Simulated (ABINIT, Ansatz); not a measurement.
**How the form of the self-energy moves the gap of ZnWO4 (P2/c)**

Aim: compare treatments of exchange, screening and correlation for the gap of ZnWO4 (P2/c).

Program: ABINIT 10.8.3. Level of theory: LDA and many-body steps on it, plane waves. Results are calculated unless marked as measured.

**Experimental background.**

- Gap 3.9 eV: direct gap from absorption edge with Urbach fit (lower value of the range); optical absorption; 300 K; bulk crystal (thin cleaved platelet of Czochralski crystal, 10-30 um thick) (“Optical absorption of divalent metal tungstates: Correlation between the band-gap energy and the cation ionic radius”, 2008, arxiv:0807.2115).

## Step 1: The structure

The structure is monoclinic, space group P2/c (No. 13). The conventional cell has a = 4.699 Å, b = 5.729 Å, c = 4.937 Å, α = 90.00°, β = 90.61°, γ = 90.00°. Zn has 6 O at 2.03 to 2.23 Å nearest. Nearest to W lie 6 O at 1.80 to 2.14 Å. Nearest to O lie 2 W at 1.92 to 2.14 Å and 1 Zn at 2.03 Å. Nearest to O lie 1 W at 1.80 Å and 2 Zn at 2.09 to 2.23 Å. Farther neighbours and most contacts between anions are not listed.

The cell and positions come from the Crystallography Open Database and are kept as given unless a step says otherwise. Spin-orbit coupling is left out unless a step names it.

## Step 2: Empty states on the mesh, 4×2×2 mesh, 498 bands

This step: ABINIT 10.8.3; DFT, LDA, plane waves, norm-conserving pseudopotentials.

The sums over transitions need many empty states on a uniform mesh; this step solves for them.

The input, run.abi:

```
acell 3*1.0 Angstrom
rprim 
  4.698600000000 0.000000000000 0.000000000000
  0.000000000000 5.729300000000 0.000000000000
  -0.052988409000 0.000000000000 4.936415614400
ntypat 3
znucl 30 74 8
natom 12
typat 1 1 2 2 3 3 3 3 3 3 3 3
xred 
  0.500000000000 0.684000000000 0.250000000000
  0.500000000000 0.316000000000 0.750000000000
  0.000000000000 0.182580000000 0.250000000000
  0.000000000000 0.817420000000 0.750000000000
  0.216900000000 0.105100000000 0.936300000000
  0.783100000000 0.105100000000 0.563700000000
  0.783100000000 0.894900000000 0.063700000000
  0.216900000000 0.894900000000 0.436300000000
  0.256500000000 0.377700000000 0.399600000000
  0.743500000000 0.377700000000 0.100400000000
  0.743500000000 0.622300000000 0.600400000000
  0.256500000000 0.622300000000 0.899600000000
pp_dirpath "pseudos"
pseudos "Zn.upf, W.upf, O.upf"
ecut 36
ngkpt 4 2 2
nshiftk 1
shiftk 0 0 0
kptopt 1
chksymbreak 0
iscf -2
irdden 1
istwfk *1
nband 498
nbdbuf 44
tolwfr 1e-09
nstep 60
prtvol 0
indata_prefix "in"
outdata_prefix "out"
tmpdata_prefix "tmp"
```

Command:

```bash
$ OMP_NUM_THREADS=1 mpirun -n 12 abinit run.abi > log
```

Numbers of over 12 decimals in the logs are rounded to 6 here.

Output:

```text
.Version 10.8.3 of ABINIT. v10.8.2 released Aug 2026.

 Symmetries : space group P2/c (# 13); Bravais mP (primitive monocl.)
[... echo of the input left out ...]
== DATASET  1 ==================================================================
-   mpi_nproc: 12, omp_nthreads: 1 (-1 if OMP is not activated)

--- !DatasetInfo
iteration_state: {dtset: 1, }
dimensions: {natom: 12, nkpt: 12, mband: 498, nsppol: 1, nspinor: 1, nspden: 1, mpw: 9270, }
cutoff_energies: {ecut:  36.0, pawecutdg:  -1.0, }
[...]
4.46982    4.47514    4.49373    4.49545    4.49667    4.49674    4.50793    4.52319
   4.52583    4.53361    4.54239    4.54423    4.54515    4.55724    4.56365    4.57541
   4.57930    4.58642
 prteigrs : prtvol=0 or 1, do not print more k-points.

== END DATASET(S) ==============================================================
================================================================================

 -outvars: echo values of variables after computation  --------
            nband         498
             nkpt          12
          spgroup          13
 [... the other variables as echoed above ...]

 Calculation completed.
```

The job ended after 16 min (12 MPI ranks of Arm Neoverse N1, shared host; peak memory 2 GiB; 3.3 h of CPU time).

Numbers from this step:

```
gap                                                           : 2.885 eV
k of the valence top                                          : 0, 0.5, 0
k of the conduction bottom                                    : 0, 0.5, 0
least direct gap                                              : 2.885 eV
k points computed                                             : 12
lowest point of the top converged band, above the valence top : 110.8532 eV
```

On this mesh the gap is 2.885 eV.

The density comes from a self-consistent run that is not shown.

## Step 3: Screening, 4×2×2 mesh, 219 bands, screening to 141.5 eV

The RPA dielectric matrix is built and inverted for each q.

This step: RPA screening on LDA, plane waves, norm-conserving pseudopotentials.

Changes to run.abi since step 2:

```diff
@@ -30,10 +30,11 @@
 chksymbreak 0
-iscf -2
-irdden 1
 istwfk *1
-nband 498
-nbdbuf 44
-tolwfr 1e-09
-nstep 60
-prtvol 0
+occopt 1
+irdwfk 1
+optdriver 3
+nband 219
+ecuteps 5.2
+inclvkb 2
+awtr 1
+symchi 1
 indata_prefix "in"
```

Command:

```bash
$ OMP_NUM_THREADS=1 mpirun -n 16 abinit run.abi > log
```

Output:

```text
.Version 10.8.3 of ABINIT. v10.8.2 released Aug 2026.

 Symmetries : space group P2/c (# 13); Bravais mP (primitive monocl.)
[... echo of the input left out ...]
== DATASET  1 ==================================================================
-   mpi_nproc: 16, omp_nthreads: 1 (-1 if OMP is not activated)

--- !DatasetInfo
iteration_state: {dtset: 1, }
dimensions: {natom: 12, nkpt: 12, mband: 219, nsppol: 1, nspinor: 1, nspden: 1, mpw: 9270, }
cutoff_energies: {ecut:  36.0, pawecutdg:  -1.0, }
electrons: {nelect:   1.16000000E+02, charge:   0.00000000E+00, occopt:   1.00000000E+00, tsmear:   1.00000000E-02, }

 SCREENING: Calculation of the susceptibility and dielectric matrices

 Based on a program developped by R.W. Godby, V. Olevano, G. Onida, and L. Reining.
 Incorporated in ABINIT by V. Olevano, G.-M. Rignanese, and M. Torrent.
.Using double precision arithmetic ; gwpc =  8

[... cell and pseudopotentials left out ...]
--------------------------------------------------------------------------------

 ==== K-mesh for the wavefunctions ====
 Number of points in the irreducible wedge :    12
[... list of points left out ...]
 Together with  4 symmetry operations and time-reversal symmetry
 yields    16 points in the full Brillouin Zone.

 ==== Q-mesh for the screening function ====
 Number of points in the irreducible wedge :    12
[... list of points left out ...]
 Together with  4 symmetry operations and time-reversal symmetry
 yields    16 points in the full Brillouin Zone.

 setmesh: FFT mesh size selected  =    36x   45x   36
          total number of points  =        58320

 vcoul_init : cutoff-mode = AUXILIARY_FUNCTION
 q-points for optical limit:   1
     1)      0.000010    0.000020    0.000030

- screening: taking advantage of time-reversal symmetry
- Maximum band index for partially occupied states nbvw = 58
- Remaining bands to be divided among processors   nbcw = 161
- Number of bands treated by each node ~10

 Number of electrons calculated from density =  116.0000; Expected =  116.0000
 average of density, n =  0.129354
 r_s =    1.2266
 omega_plasma =   34.6933 [eV]

 calculating chi0 at frequencies [eV] :
  1    0.000000E+00    0.000000E+00
  2    0.000000E+00    3.469328E+01

--------------------------------------------------------------------------------
  q-point number  1        q = ( 0.000000, 0.000000, 0.000000) [r.l.u.]
--------------------------------------------------------------------------------
[... chi0 elements left out ...]
 For q-point:  0.000010 0.000020 0.000030
  dielectric constant =   5.5298
  dielectric constant without local fields =   6.3313

  Average fulfillment of the sum rule on Im[epsilon] for q-point    1 :     49.10  [%]
[... wings left out ...]
  q-point number  2        q = ( 0.250000, 0.000000, 0.000000) [r.l.u.]
--------------------------------------------------------------------------------
[... chi0 elements left out ...]
  Average fulfillment of the sum rule on Im[epsilon] for q-point    2 :     57.28  [%]

 [... 10 further q-points ...]
```

It took 12 min on 16 MPI ranks; peak memory 18 GiB; 3.1 h of CPU time.

This step gave:

```
ε∞ with local fields, on this mesh, along the program's q direction : 5.530
the same without local fields                                       : 6.331
plasma frequency                                                    : 34.69 eV
plane waves in the screening matrix                                 : 519
```

Local fields lower ε∞ by 13 %. On a Γ-centred mesh this coarse the value itself is usually too large, while a short band sum pulls it down.

## Step 4: G0W0, Godby-Needs plasmon pole

The self-energy is evaluated for the states that the input lists, and the levels follow from it, in one-shot runs by the linearised quasiparticle equation.

This step: G0W0 on LDA, plane waves, norm-conserving pseudopotentials.

Changes to run.abi since step 3:

```diff
@@ -33,8 +33,17 @@
 irdwfk 1
-optdriver 3
+optdriver 4
 nband 219
+gwcalctyp 0
+ecutsigx 36
+symsigma 1
+nkptgw 2
+kptgw 
+  0.0000000000 0.5000000000 0.0000000000
+  0.0000000000 0.0000000000 0.0000000000
+bdgw 
+  57 60
+  57 60
 ecuteps 5.2
-inclvkb 2
-awtr 1
-symchi 1
+irdscr 1
+ppmodel 1
 indata_prefix "in"
```

Output:

```text
.Version 10.8.3 of ABINIT. v10.8.2 released Aug 2026.

 Symmetries : space group P2/c (# 13); Bravais mP (primitive monocl.)
[... echo of the input left out ...]
== DATASET  1 ==================================================================
-   mpi_nproc: 16, omp_nthreads: 1 (-1 if OMP is not activated)

--- !DatasetInfo
iteration_state: {dtset: 1, }
dimensions: {natom: 12, nkpt: 12, mband: 219, nsppol: 1, nspinor: 1, nspden: 1, mpw: 9270, }
cutoff_energies: {ecut:  36.0, pawecutdg:  -1.0, }
electrons: {nelect:   1.16000000E+02, charge:   0.00000000E+00, occopt:   1.00000000E+00, tsmear:   1.00000000E-02, }

 SIGMA: Calculation of the GW corrections

 Based on a program developped by R.W. Godby, V. Olevano, G. Onida, and L. Reining.
 Incorporated in ABINIT by V. Olevano, G.-M. Rignanese, and M. Torrent.
.Using double precision arithmetic ; gwpc =  8

[... cell and pseudopotentials left out ...]
--------------------------------------------------------------------------------

 ==== K-mesh for the wavefunctions ====
 Number of points in the irreducible wedge :    12
[... list of points left out ...]
 Together with  4 symmetry operations and time-reversal symmetry
 yields    16 points in the full Brillouin Zone.

 ==== Q-mesh for screening function ====
 Number of points in the irreducible wedge :    12
[... list of points left out ...]
 Together with  4 symmetry operations and time-reversal symmetry
 yields    16 points in the full Brillouin Zone.

 vcoul_init : cutoff-mode = AUXILIARY_FUNCTION
 q-points for optical limit:   1
     1)      0.000010    0.000020    0.000030
 setmesh: FFT mesh size selected  =    48x   60x   54
          total number of points  =       155520

 Number of electrons calculated from density =  116.0000; Expected =  116.0000
 average of density, n =  0.129354
 r_s =    1.2266
 omega_plasma =   34.6933 [eV]

 === KS Band Gaps ===
  >>>> For spin  1
   Minimum direct gap =   2.8848 [eV], located at k-point      :   0.0000  0.5000  0.0000
   Fundamental gap    =   2.8848 [eV], Top of valence bands at :   0.0000  0.5000  0.0000
                                       Bottom of conduction at :   0.0000  0.5000  0.0000
 SIGMA fundamental parameters:
 PLASMON POLE MODEL  1
 number of plane-waves for SigmaX                 9239
 number of plane-waves for SigmaC and W            519
 number of plane-waves for wavefunctions          9239
 number of bands                                   219
 number of independent spin polarizations            1
 number of spinorial components                      1
 number of k-points in IBZ                          12
 number of q-points in IBZ                          12
 number of symmetry operations                       4
 number of k-points in BZ                           16
 number of q-points in BZ                           16
 number of frequencies for dSigma/dE                 9
 frequency step for dSigma/dE [eV]                0.25
 number of omega for Sigma on real axis              0
 max omega for Sigma on real axis  [eV]           0.00
 zcut for avoiding poles [eV]                     0.10

 EPSILON^-1 parameters (SCR file):
 dimension of the eps^-1 matrix on file            519
 dimension of the eps^-1 matrix used               519
 number of plane-waves for wavefunctions          9239
 number of bands                                   219
 number of q-points in IBZ                          12
 number of frequencies                               2
 number of real frequencies                          1
 number of imag frequencies                          1

 matrix elements of self-energy operator (all in [eV])

 Perturbative Calculation

--- !SelfEnergy_ee
iteration_state: {dtset: 1, }
kpoint     : [   0.000,    0.500,    0.000, ]
spin       : 1
KS_gap     :    2.885
QP_gap     :    4.684
Delta_QP_KS:    1.799
data: !SigmaeeData |
     Band     E0 <VxcDFT>   SigX SigC(E0)      Z dSigC/dE  Sig(E)    E-E0       E
       57   4.742 -19.653 -24.537   4.768   0.781  -0.280 -19.743  -0.090   4.652
       58   5.227 -21.858 -26.921   4.908   0.787  -0.270 -21.979  -0.121   5.106
       59   8.112 -17.481 -11.845  -3.604   0.825  -0.212 -15.804   1.678   9.789
       60   9.036 -18.313 -12.545  -3.528   0.817  -0.224 -16.483   1.831  10.867

--- !SelfEnergy_ee
iteration_state: {dtset: 1, }
kpoint     : [   0.000,    0.000,    0.000, ]
spin       : 1
KS_gap     :    3.593
QP_gap     :    5.360
Delta_QP_KS:    1.767
data: !SigmaeeData |
     Band     E0 <VxcDFT>   SigX SigC(E0)      Z dSigC/dE  Sig(E)    E-E0       E
       57   4.970 -19.937 -24.981   4.938   0.780  -0.281 -20.020  -0.083   4.887
       58   4.982 -20.586 -25.499   4.813   0.785  -0.274 -20.665  -0.078   4.903
       59   8.574 -17.732 -12.542  -3.128   0.819  -0.221 -16.043   1.689  10.263
       60   9.029 -18.251 -12.596  -3.490   0.817  -0.224 -16.482   1.769  10.798

== END DATASET(S) ==============================================================
================================================================================

 -outvars: echo values of variables after computation  --------
           etotal      0.0000000000E+00
            nband         219
             nkpt          12
          spgroup          13
 [... the other variables as echoed above ...]

 Calculation completed.
```

The job ended after 40 s (16 MPI ranks; peak memory 7.3 GiB; 11 min of CPU time).

This step gave:

```
G0W0 gap on the points computed              : 4.683 eV
starting gap on the mesh                     : 2.885 eV
k of the valence top                         : 0, 0.5, 0
k of the conduction bottom                   : 0, 0.5, 0
Z at the valence top                         : 0.787
Z at the conduction bottom                   : 0.825
least direct G0W0 gap on the computed points : 4.683 eV
```

The gap on the mesh goes from 2.88 eV to 4.68 eV, a correction of +1.80 eV.

## Step 5: G0W0, Engel-Farid plasmon pole

Changes to run.abi since step 4:

```diff
@@ -47,3 +47,3 @@
 irdscr 1
-ppmodel 1
+ppmodel 4
 indata_prefix "in"
```

Output:

```text
.Version 10.8.3 of ABINIT. v10.8.2 released Aug 2026.

 Symmetries : space group P2/c (# 13); Bravais mP (primitive monocl.)
[... echo of the input left out ...]
== DATASET  1 ==================================================================
-   mpi_nproc: 16, omp_nthreads: 1 (-1 if OMP is not activated)

--- !DatasetInfo
iteration_state: {dtset: 1, }
dimensions: {natom: 12, nkpt: 12, mband: 219, nsppol: 1, nspinor: 1, nspden: 1, mpw: 9270, }
cutoff_energies: {ecut:  36.0, pawecutdg:  -1.0, }
electrons: {nelect:   1.16000000E+02, charge:   0.00000000E+00, occopt:   1.00000000E+00, tsmear:   1.00000000E-02, }

 SIGMA: Calculation of the GW corrections

 Based on a program developped by R.W. Godby, V. Olevano, G. Onida, and L. Reining.
 Incorporated in ABINIT by V. Olevano, G.-M. Rignanese, and M. Torrent.
.Using double precision arithmetic ; gwpc =  8

[... cell and pseudopotentials left out ...]
--------------------------------------------------------------------------------

 ==== K-mesh for the wavefunctions ====
 Number of points in the irreducible wedge :    12
[... list of points left out ...]
 Together with  4 symmetry operations and time-reversal symmetry
 yields    16 points in the full Brillouin Zone.

 ==== Q-mesh for screening function ====
 Number of points in the irreducible wedge :    12
[... list of points left out ...]
 Together with  4 symmetry operations and time-reversal symmetry
 yields    16 points in the full Brillouin Zone.

 vcoul_init : cutoff-mode = AUXILIARY_FUNCTION
 q-points for optical limit:   1
     1)      0.000010    0.000020    0.000030
 setmesh: FFT mesh size selected  =    48x   60x   54
          total number of points  =       155520

 Number of electrons calculated from density =  116.0000; Expected =  116.0000
[...]
number of omega for Sigma on real axis              0
 max omega for Sigma on real axis  [eV]           0.00
 zcut for avoiding poles [eV]                     0.10

 EPSILON^-1 parameters (SCR file):
 dimension of the eps^-1 matrix on file            519
 dimension of the eps^-1 matrix used               519
 number of plane-waves for wavefunctions          9239
 number of bands                                   219
 number of q-points in IBZ                          12
 number of frequencies                               2
 number of real frequencies                          1
 number of imag frequencies                          1

 matrix elements of self-energy operator (all in [eV])

 Perturbative Calculation

--- !SelfEnergy_ee
iteration_state: {dtset: 1, }
kpoint     : [   0.000,    0.500,    0.000, ]
spin       : 1
KS_gap     :    2.885
QP_gap     :    4.694
Delta_QP_KS:    1.809
data: !SigmaeeData |
     Band     E0 <VxcDFT>   SigX SigC(E0)      Z dSigC/dE  Sig(E)    E-E0       E
       57   4.742 -19.653 -24.537   4.681   0.797  -0.255 -19.815  -0.162   4.581
       58   5.227 -21.858 -26.921   4.862   0.804  -0.244 -22.019  -0.162   5.065
       59   8.112 -17.481 -11.845  -3.669   0.838  -0.194 -15.833   1.648   9.760
[...]
--- !SelfEnergy_ee
iteration_state: {dtset: 1, }
kpoint     : [   0.000,    0.000,    0.000, ]
spin       : 1
KS_gap     :    3.593
QP_gap     :    5.406
Delta_QP_KS:    1.813
data: !SigmaeeData |
     Band     E0 <VxcDFT>   SigX SigC(E0)      Z dSigC/dE  Sig(E)    E-E0       E
[...]
59   8.574 -17.732 -12.542  -3.173   0.831  -0.203 -16.056   1.676  10.250
       60   9.029 -18.251 -12.596  -3.525   0.829  -0.206 -16.485   1.766  10.795

== END DATASET(S) ==============================================================
================================================================================

 -outvars: echo values of variables after computation  --------
           etotal      0.0000000000E+00
            nband         219
             nkpt          12
          spgroup          13
 [... the other variables as echoed above ...]

 Calculation completed.
```

The job ended after 38 s (16 MPI ranks; peak memory 5.8 GiB; 10 min of CPU time).

This step gave:

* G0W0 gap on the points computed: 4.695 eV
* starting gap on the mesh: 2.885 eV
* k of the valence top: 0, 0.5, 0
* k of the conduction bottom: 0, 0.5, 0
* Z at the valence top: 0.804
* Z at the conduction bottom: 0.838
* least direct G0W0 gap on the computed points: 4.695 eV

Against G0W0 in ABINIT (4×2×2 mesh, 219 bands, screening to 141.5 eV, Godby-Needs plasmon pole), the gap moves by +0.012 eV.

## Step 6: G0W0, von der Linden-Horsch plasmon pole

Changes to run.abi since step 5:

```diff
@@ -47,3 +47,3 @@
 irdscr 1
-ppmodel 4
+ppmodel 3
 indata_prefix "in"
```

Output:

```text
.Version 10.8.3 of ABINIT. v10.8.2 released Aug 2026.

 Symmetries : space group P2/c (# 13); Bravais mP (primitive monocl.)
[... echo of the input left out ...]
== DATASET  1 ==================================================================
-   mpi_nproc: 16, omp_nthreads: 1 (-1 if OMP is not activated)

--- !DatasetInfo
iteration_state: {dtset: 1, }
dimensions: {natom: 12, nkpt: 12, mband: 219, nsppol: 1, nspinor: 1, nspden: 1, mpw: 9270, }
cutoff_energies: {ecut:  36.0, pawecutdg:  -1.0, }
[...]
Band     E0 <VxcDFT>   SigX SigC(E0)      Z dSigC/dE  Sig(E)    E-E0       E
[...]
59   8.574 -17.732 -12.542  -3.274   0.875  -0.143 -16.057   1.675  10.250
       60   9.029 -18.251 -12.596  -3.603   0.873  -0.145 -16.459   1.792  10.821

== END DATASET(S) ==============================================================
================================================================================

 -outvars: echo values of variables after computation  --------
           etotal      0.0000000000E+00
            nband         219
             nkpt          12
          spgroup          13
 [... the other variables as echoed above ...]

 Calculation completed.
```

Wall time 38 s (16 MPI ranks); peak memory 5.8 GiB; 10 min of CPU time.

Numbers from this step:

| Quantity | Value |
| --- | --- |
| G0W0 gap on the points computed | 4.737 eV |
| starting gap on the mesh | 2.885 eV |
| k of the valence top | 0, 0.5, 0 |
| k of the conduction bottom | 0, 0.5, 0 |
| least direct G0W0 gap on the computed points | 4.737 eV |

Against G0W0 in ABINIT (4×2×2 mesh, 219 bands, screening to 141.5 eV, Godby-Needs plasmon pole), the gap moves by +0.054 eV.

[end of part 1 of 2]

[Paths, hosts, dates, memory and timing lines, banners, echoed tables and standing remarks are left out of the program output.]

[Logs are printed without paths, hosts, clocks, repeated set-up lines and the standing remarks that a program may print on its own settings, such as how far it seeks lower states.]

[Runs of the session that timed out or met a known fault of the program may be left out.]

[Hosts, paths, dates, database ids (printed as entryN), source tags and the programs' standing remarks are cut or masked in the printed files.]

[G0W0 gaps are taken among the corrected bands and points alone; a level outside them can change the order at an edge.]

[Where Ansatz stands beside ABINIT at settings called matched, ABINIT's density can come from a denser mesh and the files from another edition; pairs whose starting gaps differed by over 0.03 eV were left out, so agreement reads better than it is.]
